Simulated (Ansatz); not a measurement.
# Alpha-Ga2S3 ferroelectric layer monolayer in a perpendicular field

Aim: how the alpha-Ga2S3 ferroelectric layer monolayer screens a field along its normal, and what the field does to its bands. A positive field points along +c.

Calculated with Ansatz 0.2.0; plane-wave DFT, PBE-D3(BJ), Ansatz PAW (set soft_1); PAW set soft_1.

Report form: the programs' logs are mostly left out.

**1. Set-up**

The cell holds 5 atoms: 3 S and 2 Ga. Its edges and angles: a = 3.650 Å, b = 3.650 Å, c = 43.404 Å, α = 90.0°, β = 90.0°, γ = 120.0°. Vacuum lies along c.

**2. Relaxing the slab**

The starting cell is a guess, so the in-plane lattice and the atoms are relaxed first, with the slab cut off from its images along the normal.

input.yaml

```yaml
crystal:
  lattice:
    - [3.65, 0.0, 0.0]
    - [-1.825, 3.1609927238, 0.0]
    - [0.0, 0.0, 43.4042854862]
  atoms:
    - { symbol: S, position: [0.0, 0.0, 0.4285291139] }
    - { symbol: Ga, position: [0.3333333333, 0.6666666667, 0.454505918] }
    - { symbol: S, position: [0.3333333333, 0.6666666667, 0.5068049013] }
    - { symbol: Ga, position: [0.6666666667, 0.3333333333, 0.5426718865] }
    - { symbol: S, position: [0.0, 0.0, 0.5714708861] }
  periodic: [true, true, false]
kpoints:
  mp_grid: { grid: [12, 12, 1] }
hamiltonian:
  xc: pbe
  dispersion: d3bj
  pseudopotentials: { kind: paw, azcp: { folder: soft_1 } }
scf:
  occupations: { method: fermi_dirac, width: 0.05 }
  convergence: { dr2_threshold: 1.0e-09 }
relax:
  f_tol: 0.004
  max_steps: 90
  cell: {}
output:
  write_potential: true
  write_density: true
  volumetric_format: npy
```

On the command line:

```console
$ ansatz run input.yaml --threads 2 --pin off --max-ram 3072MiB --backend cpu --events-out ev --progress --plain --runs-dir out
```

It took 90 s on 2 threads of Arm Neoverse V2, shared host; peak memory 0.69 GiB.

The steps of the relaxation:

```
step  energy less that of the first step (eV)  largest force component (eV/Å)  volume (Å³)
   1                                   0.0000                          1.0537       500.78
   2                                  -0.1124                          0.5832       501.29
   3                                  -0.1418                          0.0989       493.33
   4                                  -0.1446                          0.0294       489.12
   5                                  -0.1444                          0.0733       488.63
   6                                  -0.1448                          0.0068       488.55
   7                                  -0.1448                          0.0013       488.46
  8*                                  -0.1442                          0.0013       488.46
```

Relaxation steps marked * repeat the geometry before them on a plane-wave basis chosen anew for their cell, so energy and pressure can jump there. Relaxation step 5 was tried and not accepted.

The run keeps the 6 symmetry operations that it works with, so distortions that break them were not tested.

```
cell as run  before  after  change
      a (Å)   3.650  3.605  -1.2 %
      b (Å)   3.650  3.605  -1.2 %
```

The atoms that moved most (Å, along periodic axes as changes of fractional coordinates times the final cell, across vacuum about the mean position):

```
atom     dx     dy      dz  length
  S5  0.000  0.000  -0.136   0.136
  S1  0.000  0.000   0.123   0.123
 Ga2  0.000  0.000   0.057   0.057
 Ga4  0.000  0.000  -0.032   0.032
  S3  0.000  0.000  -0.011   0.011
```

Final coordinates:

```xyz
5
Lattice="3.6048 0.0000 0.0000 -1.8024 3.1219 0.0000 0.0000 0.0000 43.4043" Properties=species:S:1:pos:R:3
S     0.0000    0.0000   18.7229
Ga    0.0000    2.0812   19.7840
S     0.0000    2.0812   21.9866
Ga    1.8024    1.0406   23.5218
S     0.0000    0.0000   24.6682
```

The lattice constant a goes from 3.650 to 3.605 Å.

**3. Single point, field 0**

A sawtooth potential applies the field, turning back in the middle of the vacuum. With the dipole correction the typed value is the field outside the slab. The induced dipole is small, so the SCF threshold is tight.

The cell differs from the one that the last finished run ended in (c 43.404 → 23.945 Å).

input.yaml

```yaml
crystal:
  lattice:
    - [3.6048299323, 0.0, 0.0]
    - [-1.8024149661, 3.1218742977, 0.0]
    - [0.0, 0.0, 23.945323639]
  atoms:
    - { symbol: S, position: [0.0, 0.0, 0.3758562689] }
    - { symbol: Ga, position: [0.3333333333, 0.6666666667, 0.4201713532] }
    - { symbol: S, position: [0.3333333333, 0.6666666667, 0.5121563289] }
    - { symbol: Ga, position: [0.6666666667, 0.3333333333, 0.5762675646] }
    - { symbol: S, position: [0.0, 0.0, 0.6241437311] }
kpoints:
  mp_grid: { grid: [18, 18, 1] }
  band_path:
    path: [[0, 0, 0], [0.5, 0, 0], [0.33333333, 0.33333333, 0], [0, 0, 0]]
    npoints: 16
hamiltonian:
  xc: pbe
  dispersion: d3bj
  pseudopotentials: { kind: paw, azcp: { folder: soft_1 } }
scf:
  occupations: { method: fermi_dirac, width: 0.02585 }
  convergence: { dr2_threshold: 1.0e-10 }
efield:
  axis: 3
  dipole_correction: true
  ramp_position: 0.97
  ramp_width: 0.06
  amplitude: 0
output:
  dos: { projected: true, e_range: [-6, 5] }
  write_potential: true
  write_density: true
  volumetric_format: npy
  elf: true
```

It took 24 s on 2 threads; peak memory 0.6 GiB; 47 s of CPU time.

This step gave:

```yaml
gap_on_the_k_mesh: 1.774 eV
dipole_along_the_normal: -0.09058 e·Å
gap_along_the_path: 1.772 eV
smallest_direct_gap_along_the_path: 1.971 eV
step_between_the_vacuum_levels: 1.456 eV
ionisation_energy_upper_face: 6.799 eV
electron_affinity_upper_face: 5.027 eV
ionisation_energy_lower_face: 5.343 eV
gap_the_smaller_of_path_and_mesh: 1.772 eV
```

Running mean over a fixed 2.5 Å (it still follows the layers) of the planar mean; the ramp of the sawtooth is left out. The electron's electrostatic potential energy less the Fermi level by z:

```
z (Å)  electron's electrostatic potential energy less the Fermi level (eV)
  3.0                                                                 4.43
  3.5                                                                 4.43
  4.0                                                                 4.43
  4.5                                                                 4.43
  5.0                                                                 4.43
  5.5                                                                 4.42
  6.0                                                                 4.41
  6.5                                                                 4.32
  7.0                                                                 3.89
  7.5                                                                 2.30
  8.0                                                               -0.229
  8.5                                                                -2.50
  9.0                                                                -3.40
  9.5                                                                -4.03
 10.0                                                                -3.27
 10.5                                                                -1.60
 11.0                                                                -1.06
 11.5                                                                -1.98
 12.0                                                                -2.40
 12.5                                                                -2.42
 13.0                                                                -2.49
 13.5                                                                -2.88
 14.0                                                                -3.06
 14.5                                                                -2.68
 15.0                                                                -1.88
 15.5                                                               -0.782
 16.0                                                                 1.63
 16.5                                                                 4.02
 17.0                                                                 5.45
 17.5                                                                 5.79
 18.0                                                                 5.87
 18.5                                                                 5.88
 19.0                                                                 5.89
 19.5                                                                 5.89
 20.0                                                                 5.89
 20.5                                                                 5.89
```

The density of states has structure finer than the step of the table below, so its rows give means over 0.25 eV, whole bins alone (the curve runs from -6 to 2.85 eV). Peaks (eV: height): -5.060: 8.75, -4.540: 6.03, -4.430: 5.63, -3.220: 5.19, -1.780: 11.8, -1.370: 11.7, 1.660: 5.17.

Table of density of states by energy, zero at the Fermi level of the run, which the smearing sets inside the gap; means over each step:

```
energy (eV)  density of states (states/eV a cell)
      -5.75                                 0.679
      -5.50                                 0.861
      -5.25                                  1.44
      -5.00                                  5.43
      -4.75                                  2.53
      -4.50                                  4.00
      -4.25                                  3.18
      -4.00                                  2.54
      -3.75                                  2.91
      -3.50                                  3.43
      -3.25                                  3.86
      -3.00                                  3.65
      -2.75                                  2.77
      -2.50                                  2.24
      -2.25                                  2.25
      -2.00                                  2.83
      -1.75                                  3.96
      -1.50                                  3.37
      -1.25                                  4.41
      -1.00                                  1.95
      -0.75                                     0
      -0.50                                     0
      -0.25                                     0
       0.00                                     0
       0.25                                     0
       0.50                                     0
       0.75                               0.00104
       1.00                                 0.777
       1.25                                  1.23
       1.50                                  2.33
       1.75                                  3.94
       2.00                                  2.46
       2.25                                  2.49
       2.50                                  2.53
```

Projected DOS per atom over height of the atomic layer and energy from the Fermi level. Layers: S Ga S Ga S from below.

Ten even steps from '0' (0.00 states/eV) to '9' (2.27 states/eV), each cell a mean:
```
12121
23110
34132
12011
00000
00000
00000
00000
00000
00403
00708
00409
10304
10313
50413
71313
61101
51212
52212
42622
10000
00000
```
Columns: height of the atomic layer (Å) from 9 to 14.9 (not evenly spaced); rows upwards: energy from the Fermi level (eV) from -5.96 to 2.77.

The electronic bands at the labelled points (eV, zero at the Fermi level of the run, which the smearing sets inside the gap):

```
  point  band 19  band 20  band 21  band 22  band 23  band 24  band 25  band 26
      Γ    -1.22    -1.22    -1.11    -1.11     0.86     2.20     3.60     4.01
halfway    -2.58    -2.36    -1.79    -0.98     1.62     2.26     3.17     4.54
      M    -3.24    -3.00    -1.76    -1.19     0.93     1.32     2.40     4.31
halfway    -3.45    -3.29    -2.24    -1.38     1.58     2.03     3.22     4.46
      K    -3.69    -3.37    -2.83    -1.32     1.62     2.38     3.83     4.78
halfway    -3.41    -2.06    -1.80    -1.48     2.07     2.65     3.53     4.00
      Γ    -1.22    -1.22    -1.11    -1.11     0.86     2.20     3.60     4.01
```

Electrostatic potential energy in the ca plane at fractional y = 0.667, with atoms of Ga and S within 0.2 Å of it. With pseudopotentials it is smooth inside the atoms' cores, unlike the true potential.

Ten even steps from '0' (-27 eV) to '9' (5 eV), each cell a mean:
```
99999999999999999998777888999998876777889999
99999999999999999998777888999998866677789999
99999999999999999998877778899888877777899999
99999999999999999999876556787556788888999999
99999999999999999999865886562001588999999999
99999999999999999999858999550000388999999999
99999999999999999999857998550000488999999999
99999999999999999999875665675213788899999999
99999999999999999998877667888778888888899999
```
Columns run along c (16.0 Å, from fractional 0.06 to 0.73 of the cell; values clipped at the 3rd and 97th percentile), rows up along a (3.6 Å). Atoms in or near the plane, at fractional coordinates: Ga at (0.42, 0.33), S at (0.51, 0.33).

ELF in the ca plane at fractional y = 0.667, with atoms of Ga and S within 0.2 Å of it. It is the smooth field of the valence electrons, not physical close to the nuclei.

Ten even steps from '0' (0.00) to '9' (0.86), each cell a mean:
```
00000000000000012467887631012332223589886420
00000000000000013578887631000111123689987521
00000000000000001357777532124665323578775310
00000000000000000123454322368999622344432100
00000000000000000001222112489779841011100000
00000000000000000000121001488105851000000000
00000000000000000000121001488337841000000000
00000000000000000012332222479999831122211000
00000000000000001245665422247898422466654210
```
Columns run along c (16.0 Å, from fractional 0.06 to 0.73 of the cell), rows up along a (3.6 Å). Atoms in or near the plane, at fractional coordinates: Ga at (0.42, 0.33), S at (0.51, 0.33).

Valence density in the ca plane at fractional y = 0.667, with atoms of Ga and S within 0.2 Å of it. It is the smooth field of the valence electrons, not physical close to the nuclei.

Values in e/Å³, 5 rows by 16 columns, each cell a mean:
```
 0  0  0  0  0  0  0  0  0  0  0  0  0  0  0  0
 0  0  0  0  0  0  0  0  0  0  0  0  0  0  0  0
 0  0  0  0  0  0  0  0  5  1  1  1  0  0  0  0
 0  0  0  0  0  0  0  0 13  3  1  1  0  0  0  0
 0  0  0  0  0  0  0  0  1  0  0  0  0  0  0  0
```
Columns run along c (16.0 Å, from fractional 0.06 to 0.73 of the cell), rows up along a (3.6 Å). Atoms in or near the plane, at fractional coordinates: Ga at (0.42, 0.33), S at (0.51, 0.33).

The gap is 1.77 eV, with the valence edge 6.80 eV and the conduction edge 5.03 eV under the upper vacuum level.

**4. Atoms held, field 0.1 V/Å**

Edit input.yaml of step 3 so:

```diff
@@ -26,7 +26,6 @@
   dipole_correction: true
-  ramp_position: 0.97
-  ramp_width: 0.06
-  amplitude: 0
+  ramp_position: 0.9478
+  ramp_width: 0.1044
+  amplitude: 0.1
 output:
-  dos: { projected: true, e_range: [-6, 5] }
   write_potential: true
@@ -34,2 +33 @@
   volumetric_format: npy
-  elf: true
```

The job ended after 23 s (2 threads; peak memory 0.58 GiB; 46 s of CPU time).

The dipole is -0.0440 e·Å, 0.0466 e·Å from its value without field, and the gap 1.739 eV.

**5. Atoms held, field -0.1 V/Å**

Edit input.yaml of step 4 so:

```diff
@@ -28,3 +28,3 @@
   ramp_width: 0.1044
-  amplitude: 0.1
+  amplitude: -0.1
 output:
```

Run time: 23 s. Hardware: 2 threads; peak memory 0.58 GiB.

The dipole is -0.137 e·Å, -0.0466 e·Å from its value without field, and the gap 1.805 eV.

**6. Response, atoms held**

This step: plane-wave DFT, PBE-D3(BJ), Ansatz PAW (set soft_1); response to a field along the normal, atoms held; PAW set soft_1 (Ansatz 0.2.0).

The dipoles give the slope, and the difference of two potentials shows where the field is screened.

Numbers from this step:

```yaml
equivalent_conductor_thickness_p_eps_0ae: 7.492 Å
distance_between_the_outer_atoms: 5.945 Å
```

The dipole of the cell by applied field:

```
applied field (V/Å)  dipole of the cell (e·Å)
            -0.1000                    -0.137
             0.0000                   -0.0906
             0.1000                   -0.0440
```

Local field over the applied field, running mean. From the potentials at -0.1 and 0.1 V/Å; running mean over 2.5 Å. Table of local field over applied field by z:

z (Å), local field over applied field and a bar:
```
     4.14      1.000 ##############################
     4.58      0.999 ##############################
     5.03      0.997 ##############################
     5.47      0.992 ##############################
     5.76      0.984 #############################
     6.21      0.960 #############################
     6.65      0.905 ###########################
     7.09      0.804 ########################
     7.54      0.665 ###################
     7.98      0.509 ##############
     8.43      0.352 #########
     8.87      0.222 #####
     9.16      0.166 ###
     9.61      0.129 ##
    10.05      0.119 ##
    10.49      0.117 ##
    10.94      0.118 ##
    11.38      0.101 #
    11.82      0.076 
    12.12      0.069 
    12.56      0.069 
    13.01      0.068 
    13.45      0.067 
    13.89      0.085 #
    14.34      0.111 #
    14.78      0.159 ###
    15.08      0.221 #####
    15.52      0.354 #########
    15.96      0.512 ##############
    16.41      0.668 ###################
    16.85      0.807 ########################
    17.29      0.907 ###########################
    17.74      0.961 #############################
    18.18      0.985 ##############################
    18.48      0.992 ##############################
    18.92      0.997 ##############################
    19.36      0.999 ##############################
    19.81      1.000 ##############################
```

Electrons, planar mean, per unit field. The induced electron density by z:

```
z (Å)  induced electron density (e/Å³ per V/Å)
 4.14                                   1.3e-6
 4.58                                   4.0e-6
 5.03                                   1.2e-5
 5.47                                   3.4e-5
 5.76                                   6.9e-5
 6.21                                   1.9e-4
 6.65                                   4.8e-4
 7.09                                  0.00113
 7.54                                  0.00235
 7.98                                  0.00356
 8.43                                  0.00264
 8.87                                  0.00108
 9.16                                   9.2e-4
 9.61                                  -3.3e-4
10.05                                 -0.00165
10.49                                  -4.0e-4
10.94                                  0.00121
11.38                                   7.2e-4
11.82                                   3.0e-4
12.12                                   1.0e-3
12.56                                  -5.1e-4
13.01                                 -0.00174
13.45                                   2.2e-4
13.89                                  0.00112
14.34                                   2.7e-4
14.78                                  -9.5e-4
15.08                                 -0.00101
15.52                                 -0.00272
15.96                                 -0.00358
16.41                                 -0.00234
16.85                                 -0.00111
17.29                                  -4.6e-4
17.74                                  -1.8e-4
18.18                                  -6.4e-5
18.48                                  -3.2e-5
18.92                                  -1.1e-5
19.36                                  -3.4e-6
19.81                                  -1.1e-6
```

The smaller of the gaps on the path and on the k-mesh, counted as 0 under 0.03 eV. Table of gap by applied field:

```
applied field (V/Å)  gap (eV)
            -0.1000      1.80
             0.0000      1.77
             0.1000      1.74
```

By hand: between -0.1 and 0.1 V/Å the dipole changes by 0.09319 e·Å, a slope of 0.4660 e·Å²/V. A perfect conductor of thickness t has p = ε₀AEt, so t = 180.95 × 0.4660 / 11.254 = 7.49 Å (e/ε₀ = 180.95 V·Å, A in Å²).

The induced dipole is that of a conductor 7.49 Å thick.

**7. Summary of results**

```
gap without field                          : 1.77 eV
ionisation energy, upper face              : 6.80 eV
electron affinity, upper face              : 5.03 eV
step between the vacuum levels             : 1.46 eV
equivalent conductor thickness, atoms held : 7.49 Å
```

**Reading.** The induced dipole equals that of a perfect conductor 7.49 Å thick, while the outer atoms lie 5.95 Å apart; an out-of-plane ε follows only once a thickness t is chosen, by 1 − 1/ε = 7.49 Å / t. The two faces differ: the vacuum level above lies 1.46 eV higher than the one below. The gap goes from 1.77 eV to 1.80 eV at -0.1 V/Å. Semilocal functionals give gaps that are too small, and excitons are not included. Spin-orbit coupling is left out.

[Logs are printed without paths, hosts, clocks, repeated set-up lines and the standing remarks that a program may print on its own settings, such as how far it seeks lower states.]

[Hosts, paths, dates, database ids (printed as entryN), source tags and the programs' standing remarks are cut or masked in the printed files.]

[Maps of the electrostatic potential energy from Ansatz leave out the sawtooth potential of an applied field or a dipole correction, so their vacuum need not be flat; planar profiles and work functions include it.]

[The density of states shown here was stored with 400 of the rows of the run's finer table, so its peaks can read low, often by over a quarter, or be missed, and its means over a window can be off by a tenth or more.]
